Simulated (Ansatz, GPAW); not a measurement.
# S/Pd(111): converging a work function

How do cutoff, mesh, smearing and the dipole layer change the work function of S/Pd(111)?

Main program and level: GPAW 26.7.0 and Ansatz 0.2.0; Ansatz plane waves; slab in vacuum with a dipole correction, relaxation; PAW set soft_1, in the first sound run; inputs show where later runs differ.

This is a report of a sequence of runs, with most program output left out.

## 1. Set-up

The cell holds 18 atoms: 16 Pd and 2 S. Its edges and angles: a = 5.501 Å, b = 5.501 Å, c = 24.748 Å, α = 90.0°, β = 90.0°, γ = 60.0°. Vacuum lies along c.

## 2. Relaxing the atoms

Forces are removed first; all later runs use this geometry. The lowest 8 atoms are held at bulk positions and keep their forces.

Contents of input.yaml:

```yaml
crystal:
  lattice:
    - [5.5012907576, 0.0, 0.0]
    - [2.7506453788, 4.7642575497, 0.0]
    - [0.0, 0.0, 24.7481072804]
  atoms:
    - { symbol: Pd, position: [0.0, 0.0, 0.3232570438] }
    - { symbol: Pd, position: [0.1666666666, 0.1666666666, 0.414007117] }
    - { symbol: Pd, position: [0.3333333334, 0.3333333334, 0.5047571902] }
    - { symbol: Pd, position: [0.0, 0.0, 0.5955072634] }
    - { symbol: Pd, position: [0.0, 0.5, 0.3232570438] }
    - { symbol: Pd, position: [0.1666666666, 0.6666666666, 0.414007117] }
    - { symbol: Pd, position: [0.3333333334, 0.8333333333, 0.5047571902] }
    - { symbol: Pd, position: [0.0, 0.5, 0.5955072634] }
    - { symbol: Pd, position: [0.5, 0.0, 0.3232570438] }
    - { symbol: Pd, position: [0.6666666666, 0.1666666666, 0.414007117] }
    - { symbol: Pd, position: [0.8333333334, 0.3333333334, 0.5047571902] }
    - { symbol: Pd, position: [0.5, 0.0, 0.5955072634] }
    - { symbol: Pd, position: [0.5, 0.5, 0.3232570438] }
    - { symbol: Pd, position: [0.6666666666, 0.6666666666, 0.414007117] }
    - { symbol: Pd, position: [0.8333333334, 0.8333333333, 0.5047571902] }
    - { symbol: Pd, position: [0.5, 0.5, 0.5955072634] }
    - { symbol: S, position: [0.3333333333, 0.3333333333, 0.6767429562] }
    - { symbol: S, position: [0.8333333333, 0.3333333333, 0.6767429562] }
kpoints:
  mp_grid: { grid: [7, 7, 1] }
hamiltonian:
  xc: pbe
  pseudopotentials: { kind: paw, azcp: { folder: soft_1 } }
scf:
  occupations: { method: fermi_dirac, width: 0.1 }
efield:
  axis: 3
  dipole_correction: true
  ramp_width: 0.05
relax:
  f_tol: 0.02
  max_steps: 60
  constraints: [{ sites: [0, 1, 4, 5, 8, 9, 12, 13] }]
output:
  write_potential: true
  write_density: true
  volumetric_format: npy
```

Started as:

```
ansatz run input.yaml --threads 4 --pin off --max-ram 8192MiB --backend cpu --events-out ev --progress --plain --runs-dir out
```

Run time: 7.6 min. Hardware: 4 threads of Arm Neoverse V1, shared host; peak memory 2.9 GiB; 29 min of CPU time.

Step by step:

```csv
step,energy less that of the first step (eV),largest force component (eV/Å)
1,0.0000,1.7559
2,-0.7401,1.0348
3,-0.8524,0.6864
4,-0.9038,0.1200
5,-0.9052,0.0354
6,-0.9068,0.0058
```

Forces are held to the 4 operations that the run works with; a distortion that breaks them can't arise in this run.

The atoms that moved most (Å):

```csv
atom,dx,dy,dz,length
S18,0.000,-0.183,-0.168,0.249
S17,0.000,-0.183,-0.168,0.249
Pd8,0.000,0.012,0.231,0.231
Pd16,0.000,0.012,0.231,0.231
Pd12,0.000,-0.050,0.109,0.120
Pd4,0.000,-0.050,0.109,0.120
Pd7,0.000,-0.010,0.064,0.064
Pd15,0.000,-0.010,0.064,0.064
```

Numbers from this step:

| Property | Result |
| --- | --- |
| free energy | -113368.5998 eV |
| smearing term TS | 0.9614 eV |
| symmetry operations | 4 |
| upper work function | 5.078 eV |
| lower work function | 5.229 eV |
| dipole along the normal | 0.02196 e·Å |
| dipole field | 0.006126 V/Å |
| vacuum level above | 9.676 eV |
| vacuum level below | 9.828 eV |

Table of electrostatic potential energy of an electron (with the applied field's), less the Fermi level, planar mean by z:

```csv
z (Å),"electrostatic potential energy of an electron (with the applied field's), less the Fermi level, planar mean (eV)"
0.0,5.15
0.5,5.21
1.0,5.23
1.5,5.23
2.0,5.23
2.5,5.23
3.0,5.23
3.5,5.23
4.0,5.23
4.5,5.22
5.0,5.21
5.5,5.17
6.0,4.99
6.5,4.29
7.0,1.43
7.5,-10.3
8.0,-19.0
8.5,-10.3
9.0,0.317
9.5,-3.94
10.0,-16.6
10.5,-16.4
11.0,-3.65
11.5,0.764
12.0,-9.11
12.5,-19.0
13.0,-11.9
13.5,-0.0324
14.0,-0.895
14.5,-13.3
15.0,-19.1
15.5,-9.13
16.0,-2.98
16.5,-4.44
17.0,-2.17
17.5,3.19
18.0,4.70
18.5,5.00
19.0,5.06
19.5,5.07
20.0,5.08
20.5,5.08
21.0,5.08
21.5,5.08
22.0,5.08
22.5,5.08
23.0,5.08
23.5,5.08
24.0,5.08
24.5,5.12
```

The valence density, planar mean oscillates, so the rows of the table below give means over windows of 2.34 Å about each position, cut where the curve ends. Its maxima inside the range that stand out by 2 % of the span (Å: e/Å³): 8.0: 2.62, 10.3: 2.60, 12.5: 2.62, 14.8: 2.59. Its minima: 9.1: 0.269, 11.4: 0.241, 13.7: 0.228.

Table of valence density, planar mean by z; means over each step:

```csv
z (Å),"valence density, planar mean (e/Å³)"
3.51,4.4e-5
5.85,0.0275
8.19,1.18
10.53,1.18
12.87,1.17
15.21,1.21
17.55,0.126
19.89,2.9e-4
22.23,0
```

The relaxation lowered the energy of the cell by 0.907 eV.

## 3. The slab's potential

With the geometry fixed, the planar mean of the potential gives the vacuum level on each side.

This step: GPAW, PAW setups; slab in vacuum (GPAW 26.7.0).

Contents of run.py:

```python
import json
import numpy as np
from ase import Atoms
from gpaw import GPAW, PW

slab = Atoms(
    ['Pd', 'Pd', 'Pd', 'Pd', 'Pd', 'Pd', 'Pd', 'Pd', 'Pd', 'Pd', 'Pd', 'Pd', 'Pd', 'Pd', 'Pd', 'Pd', 'S', 'S'],
    positions=[
        [-0.00000, 0.00000, 8.00000],
        [1.37532, 0.79404, 10.24589],
        [2.75065, 1.59621, 12.54751],
        [-0.00000, -0.04955, 14.84712],
        [1.37532, 2.38213, 8.00000],
        [2.75065, 3.17617, 10.24589],
        [4.12597, 3.96032, 12.55532],
        [1.37532, 2.39432, 14.96840],
        [2.75065, 0.00000, 8.00000],
        [4.12597, 0.79404, 10.24589],
        [5.50129, 1.59621, 12.54751],
        [2.75065, -0.04955, 14.84712],
        [4.12597, 2.38213, 8.00000],
        [5.50129, 3.17617, 10.24589],
        [6.87661, 3.96032, 12.55532],
        [4.12597, 2.39432, 14.96840],
        [2.75065, 1.40480, 16.58000],
        [5.50129, 1.40480, 16.58000]],
    cell=[[5.50129, 0.0, 0.0], [2.75065, 4.76426, 0.0], [0.0, 0.0, 24.74811]],
    pbc=[True, True, False])

slab.calc = GPAW(mode=PW(400), xc='PBE', kpts={'size': (7, 7, 1), 'gamma': True},
                 occupations={'name': 'fermi-dirac', 'width': 0.1}, nbands='160%',
                 convergence={'density': 1e-05}, maxiter=200,
                 poissonsolver={'dipolelayer': 'xy'},
                 symmetry={'tolerance': 1e-3}, txt='slab.txt')
result = {}
energy = slab.get_potential_energy()
fermi = slab.calc.get_fermi_level()
v = slab.calc.get_electrostatic_potential().mean((0, 1)) - fermi
n = slab.calc.get_pseudo_density().mean((0, 1))
L = slab.cell[2, 2]
z = np.arange(len(v)) * L / len(v)
low, high = slab.positions[:, 2].min(), slab.positions[:, 2].max()
below, above = np.interp([low - 5.8, high + 5.8], z, v)
slopes = [np.interp(x, z, np.gradient(v, z)) for x in (low - 5.8, high + 5.8)]
eps = np.array([[slab.calc.get_eigenvalues(k, s) for k in range(len(slab.calc.get_ibz_k_points()))]
                for s in range(slab.calc.get_number_of_spins())]) - fermi
top, bottom = eps[eps < 0].max(), eps[eps > 0].min()
dipole = slab.get_dipole_moment()[2]
print(f'energy {energy:.4f} eV, Fermi level {fermi:.4f} eV, dipole {dipole:.5f} e A')
print(f'potential 5.8 A off the faces, from the Fermi level: lower {below:.4f} eV, upper {above:.4f} eV')
print(f'slope of the potential there: lower {slopes[0]:.5f}, upper {slopes[1]:.5f} eV/A')
print(f'nearest levels on the mesh: {top:.4f} and {bottom:.4f} eV')
print('magnetic moment', round(slab.get_magnetic_moment(), 3))
result.update(energy=energy, fermi=fermi, dipole=dipole, below=below, above=above, slopes=slopes, edges=[top, bottom],
              z=z.tolist(), v=v.tolist(), n=n.tolist(), positions=slab.positions.tolist(),
              forces=slab.get_forces(apply_constraint=False).tolist(), moments=slab.get_magnetic_moments().tolist())
json.dump(result, open('result.json', 'w'))
```

Started as:

```
OMP_NUM_THREADS=1 OPENBLAS_NUM_THREADS=1 python run.py
```

The job ended after 87 min (1 thread; peak memory 1.1 GiB).

Numbers from this step:

```
dipole along the normal                    : 0.02154 e·Å
levels nearest the Fermi level on the mesh : -0.001423, 5.00e-4 eV from the Fermi level
upper work function                        : 5.077 eV
lower work function                        : 5.223 eV
```

The electrostatic potential energy of an electron (without an applied field's), less the Fermi level, planar mean oscillates, so the rows of the table below give means over windows of 2.27 Å about each position, cut where the curve ends. Its maxima inside the range that stand out by 2 % of the span (Å: eV): 9.1: 0.810, 11.4: 1.06, 13.7: 1.21, 15.9: -2.48. Its minima: 8.0: -23.0, 10.2: -23.2, 12.6: -23.2, 15.0: -23.3, 16.6: -11.2.

The electrostatic potential energy of an electron (without an applied field's), less the Fermi level, planar mean by z; means over each step:

```csv
z (Å),"electrostatic potential energy of an electron (without an applied field's), less the Fermi level, planar mean (eV)"
1.14,5.22
3.41,5.22
5.68,4.87
7.95,-8.99
10.22,-9.34
12.49,-9.28
14.76,-9.91
17.03,-1.99
19.30,5.04
21.57,5.08
23.84,5.08
```

Table of pseudo valence density, planar mean by z:

```csv
z (Å),"pseudo valence density, planar mean (e/Å³)"
4.5,1.7e-4
5.0,6.6e-4
5.5,0.00254
6.0,0.00980
6.5,0.0408
7.0,0.178
7.5,0.905
8.0,2.65
8.5,0.899
9.0,0.293
9.5,0.425
10.0,1.95
10.5,1.91
11.0,0.422
11.5,0.259
12.0,0.751
12.5,2.58
13.0,1.03
13.5,0.287
14.0,0.299
14.5,1.24
15.0,2.49
15.5,0.701
16.0,0.360
16.5,0.276
17.0,0.257
17.5,0.0997
18.0,0.0221
18.5,0.00445
19.0,8.8e-4
19.5,1.9e-4
```

Force by atom:

```csv
atom,x (eV/Å),y (eV/Å),z (eV/Å),size
Pd1,0.000,-0.006,-0.339,0.339
Pd2,0.000,-0.056,0.308,0.313
Pd3,0.000,-0.001,-0.001,0.001
Pd4,0.000,-0.063,-0.058,0.086
Pd5,0.000,0.005,-0.346,0.346
Pd6,0.000,0.058,0.364,0.368
Pd7,0.000,0.002,-0.001,0.002
Pd8,0.000,0.071,-0.077,0.105
Pd9,0.000,-0.006,-0.339,0.339
Pd10,0.000,-0.056,0.308,0.313
Pd11,0.000,-0.001,-0.001,0.001
Pd12,0.000,-0.063,-0.058,0.086
Pd13,0.000,0.005,-0.346,0.346
Pd14,0.000,0.058,0.364,0.368
Pd15,0.000,0.002,-0.001,0.002
Pd16,0.000,0.071,-0.077,0.105
S17,0.000,-0.008,0.148,0.148
S18,0.000,-0.008,0.148,0.148
```

The potential is flat to 1.5e-4 eV/Å where it is read, so the vacuum is wide enough. The geometry is the other program's minimum; here the largest force on a free atom is 0.15 eV/Å.

## 4. Cutoff 200

The cutoff limits how sharply the smooth valence waves can vary, which tells mostly near the atoms.

run.py: that of step 3 with these lines changed.

```diff
@@ -29,3 +29,3 @@
 
-slab.calc = GPAW(mode=PW(400), xc='PBE', kpts={'size': (7, 7, 1), 'gamma': True},
+slab.calc = GPAW(mode=PW(200), xc='PBE', kpts={'size': (7, 7, 1), 'gamma': True},
                  occupations={'name': 'fermi-dirac', 'width': 0.1}, nbands='160%',
```

It took 32 min on 1 thread; peak memory 0.49 GiB.

The run finished. A setting was moved off its sound value on purpose, so it serves as a test and not as the result.

The fault put into the input: a cutoff under that of the base run: the energy of the cell lies 9.2 eV from the base value (ecut = 200).

Side by side:

```csv
quantity,this run,sound run,difference
dipole along the normal (e·Å),0.024902,0.021543,0.00336
upper work function (eV),5.0551,5.0769,-0.0218
lower work function (eV),5.2659,5.2232,0.0427
```

The two runs differ clearly in the dipole along the normal: 0.0249 e·Å against 0.0215 e·Å.

## 5. Cutoff 300

run.py: that of step 4 with these lines changed.

```diff
@@ -29,3 +29,3 @@
 
-slab.calc = GPAW(mode=PW(200), xc='PBE', kpts={'size': (7, 7, 1), 'gamma': True},
+slab.calc = GPAW(mode=PW(300), xc='PBE', kpts={'size': (7, 7, 1), 'gamma': True},
                  occupations={'name': 'fermi-dirac', 'width': 0.1}, nbands='160%',
```

Run time: 72 min. Hardware: 1 thread; peak memory 0.78 GiB.

The run finished. A setting was moved off its sound value on purpose, so it serves as a test and not as the result.

The fault put into the input: a cutoff under that of the base run: the energy of the cell lies 3.8 eV from the base value (ecut = 300).

The two runs compared:

```csv
quantity,this run,sound run,difference
dipole along the normal (e·Å),0.024376,0.021543,0.00283
upper work function (eV),5.0733,5.0769,-0.00366
lower work function (eV),5.2393,5.2232,0.0161
```

The two runs differ clearly in the dipole along the normal: 0.0244 e·Å against 0.0215 e·Å.

## 6. Cutoff 700: ecut = 700

run.py: that of step 5 with these lines changed.

```diff
@@ -29,3 +29,3 @@
 
-slab.calc = GPAW(mode=PW(300), xc='PBE', kpts={'size': (7, 7, 1), 'gamma': True},
+slab.calc = GPAW(mode=PW(700), xc='PBE', kpts={'size': (7, 7, 1), 'gamma': True},
                  occupations={'name': 'fermi-dirac', 'width': 0.1}, nbands='160%',
```

It took 3.7 h on 1 thread; peak memory 2.4 GiB.

This step gave:

```
dipole along the normal                    : 0.02162 e·Å
levels nearest the Fermi level on the mesh : -9.75e-4, 2.29e-4 eV from the Fermi level
upper work function                        : 5.075 eV
lower work function                        : 5.222 eV
```

Table of electrostatic potential energy of an electron (without an applied field's), less the Fermi level, planar mean by z:

z (Å), electrostatic potential energy of an electron (without an applied field's), less the Fermi level, planar mean (eV) and a bar from the least value:
```
      0.0        5.1 ##############################
      0.5        5.2 ##############################
      1.0        5.2 ##############################
      1.5        5.2 ##############################
      2.0        5.2 ##############################
      2.5        5.2 ##############################
      3.0        5.2 ##############################
      3.5        5.2 ##############################
      4.0        5.2 ##############################
      4.5        5.2 ##############################
      5.0        5.2 ##############################
      5.5        5.2 ##############################
      6.0        5.0 ##############################
      6.5        4.3 #############################
      7.0        1.5 ##########################
      7.5       -9.5 ##############
      8.0      -22.8 
      8.5       -9.6 ##############
      9.0        0.5 #########################
      9.5       -2.9 #####################
     10.0      -18.8 ####
     10.5      -18.4 #####
     11.0       -2.7 ######################
     11.5        0.9 #########################
     12.0       -8.0 ################
     12.5      -22.9 
     13.0      -11.6 ############
     13.5        0.2 #########################
     14.0       -0.5 ########################
     14.5      -13.5 ##########
     15.0      -22.8 
     15.5       -8.0 ################
     16.0       -2.8 #####################
     16.5      -10.8 #############
     17.0       -3.1 #####################
     17.5        3.2 ############################
     18.0        4.7 #############################
     18.5        5.0 ##############################
     19.0        5.1 ##############################
     19.5        5.1 ##############################
     20.0        5.1 ##############################
     20.5        5.1 ##############################
     21.0        5.1 ##############################
     21.5        5.1 ##############################
     22.0        5.1 ##############################
     22.5        5.1 ##############################
     23.0        5.1 ##############################
     23.5        5.1 ##############################
     24.0        5.1 ##############################
     24.5        5.1 ##############################
```

The pseudo valence density, planar mean oscillates, so the rows of the table below give means over windows of 2.32 Å about each position, cut where the curve ends. Its maxima inside the range that stand out by 2 % of the span (Å: e/Å³): 8.0: 2.73, 10.2: 2.75, 12.5: 2.76, 14.8: 2.67. Its minima: 9.1: 0.264, 11.4: 0.243, 13.8: 0.228.

The pseudo valence density, planar mean by z; means over each step:

```csv
z (Å),"pseudo valence density, planar mean (e/Å³)"
3.48,4.0e-5
5.80,0.0229
8.12,1.05
10.44,1.06
12.76,1.05
15.08,1.08
17.40,0.145
19.72,4.9e-4
22.04,0
```

Force by atom:

```csv
atom,x (eV/Å),y (eV/Å),z (eV/Å),size
Pd1,0.000,-0.006,-0.333,0.333
Pd2,0.000,-0.056,0.310,0.315
Pd3,0.000,-0.001,-0.001,0.002
Pd4,0.000,-0.063,-0.063,0.090
Pd5,0.000,0.005,-0.340,0.340
Pd6,0.000,0.058,0.364,0.369
Pd7,0.000,0.002,-0.001,0.002
Pd8,0.000,0.070,-0.081,0.107
Pd9,0.000,-0.006,-0.333,0.333
Pd10,0.000,-0.056,0.310,0.315
Pd11,0.000,-0.001,-0.001,0.002
Pd12,0.000,-0.063,-0.063,0.090
Pd13,0.000,0.005,-0.340,0.340
Pd14,0.000,0.058,0.365,0.369
Pd15,0.000,0.002,-0.001,0.002
Pd16,0.000,0.070,-0.081,0.107
S17,0.000,-0.006,0.148,0.148
S18,0.000,-0.006,0.148,0.148
```

The upper face's work function is 5.075 eV, against 5.077 eV in the first plane-wave PBE run at this geometry.

## 7. K mesh 2×2

The mesh in the plane samples the bands: a metal's Fermi level needs it dense, and band edges must lie on it.

run.py: that of step 6 with these lines changed.

```diff
@@ -29,3 +29,3 @@
 
-slab.calc = GPAW(mode=PW(700), xc='PBE', kpts={'size': (7, 7, 1), 'gamma': True},
+slab.calc = GPAW(mode=PW(400), xc='PBE', kpts={'size': (2, 2, 1), 'gamma': True},
                  occupations={'name': 'fermi-dirac', 'width': 0.1}, nbands='160%',
```

It took 17 min on 1 thread; peak memory 0.56 GiB.

The run finished with changed settings (kpts = [2, 2]); it serves as a test.

The two runs compared:

```csv
quantity,this run,sound run,difference
dipole along the normal (e·Å),-0.0068806,0.021543,-0.0284
upper work function (eV),5.1053,5.0769,0.0284
lower work function (eV),5.0551,5.2232,-0.168
```

One result that differs is the lower work function, 5.06 eV against 5.22 eV.

## 8. K mesh 4×4

run.py: that of step 7 with these lines changed.

```diff
@@ -29,3 +29,3 @@
 
-slab.calc = GPAW(mode=PW(400), xc='PBE', kpts={'size': (2, 2, 1), 'gamma': True},
+slab.calc = GPAW(mode=PW(400), xc='PBE', kpts={'size': (4, 4, 1), 'gamma': True},
                  occupations={'name': 'fermi-dirac', 'width': 0.1}, nbands='160%',
```

It took 41 min on 1 thread; peak memory 0.73 GiB.

The run finished with changed settings (kpts = [4, 4]); it serves as a test.

Side by side:

```csv
quantity,this run,sound run,difference
dipole along the normal (e·Å),0.014480,0.021543,-0.00706
upper work function (eV),5.0781,5.0769,0.00114
lower work function (eV),5.1753,5.2232,-0.0478
```

The two runs differ clearly in the lower work function: 5.18 eV against 5.22 eV.

## 9. K mesh 10×10: kpts = [10, 10]

run.py: that of step 8 with these lines changed.

```diff
@@ -29,3 +29,3 @@
 
-slab.calc = GPAW(mode=PW(400), xc='PBE', kpts={'size': (4, 4, 1), 'gamma': True},
+slab.calc = GPAW(mode=PW(400), xc='PBE', kpts={'size': (10, 10, 1), 'gamma': True},
                  occupations={'name': 'fermi-dirac', 'width': 0.1}, nbands='160%',
```

It took 2.9 h on 1 thread; peak memory 1.8 GiB.

This step gave:

| Property | Result |
| --- | --- |
| dipole along the normal | 0.02147 e·Å |
| levels nearest the Fermi level on the mesh | -0.003083, 0.001732 eV from the Fermi level |
| upper work function | 5.076 eV |
| lower work function | 5.221 eV |

Table of electrostatic potential energy of an electron (without an applied field's), less the Fermi level, planar mean by z:

```csv
z (Å),"electrostatic potential energy of an electron (without an applied field's), less the Fermi level, planar mean (eV)"
0.0,5.15
0.5,5.22
1.0,5.22
1.5,5.22
2.0,5.22
2.5,5.22
3.0,5.22
3.5,5.22
4.0,5.22
4.5,5.22
5.0,5.21
5.5,5.16
6.0,4.98
6.5,4.30
7.0,1.48
7.5,-9.56
8.0,-22.9
8.5,-9.61
9.0,0.478
9.5,-2.93
10.0,-18.9
10.5,-18.5
11.0,-2.74
11.5,0.819
12.0,-8.08
12.5,-22.9
13.0,-11.6
13.5,0.183
14.0,-0.533
14.5,-13.5
15.0,-22.6
15.5,-8.08
16.0,-2.84
16.5,-10.9
17.0,-3.13
17.5,3.21
18.0,4.70
18.5,5.00
19.0,5.06
19.5,5.07
20.0,5.07
20.5,5.08
21.0,5.08
21.5,5.08
22.0,5.08
22.5,5.08
23.0,5.08
23.5,5.08
24.0,5.08
24.5,5.10
```

The upper face's work function is 5.076 eV, against 5.077 eV in the first plane-wave PBE run at this geometry.

(Continued in part 2 of 2.)

[Logs are printed without paths, hosts, clocks, repeated set-up lines and the standing remarks that a program may print on its own settings, such as how far it seeks lower states.]

[Hosts, paths, dates, database ids (printed as entryN), source tags and the programs' standing remarks are cut or masked in the printed files.]
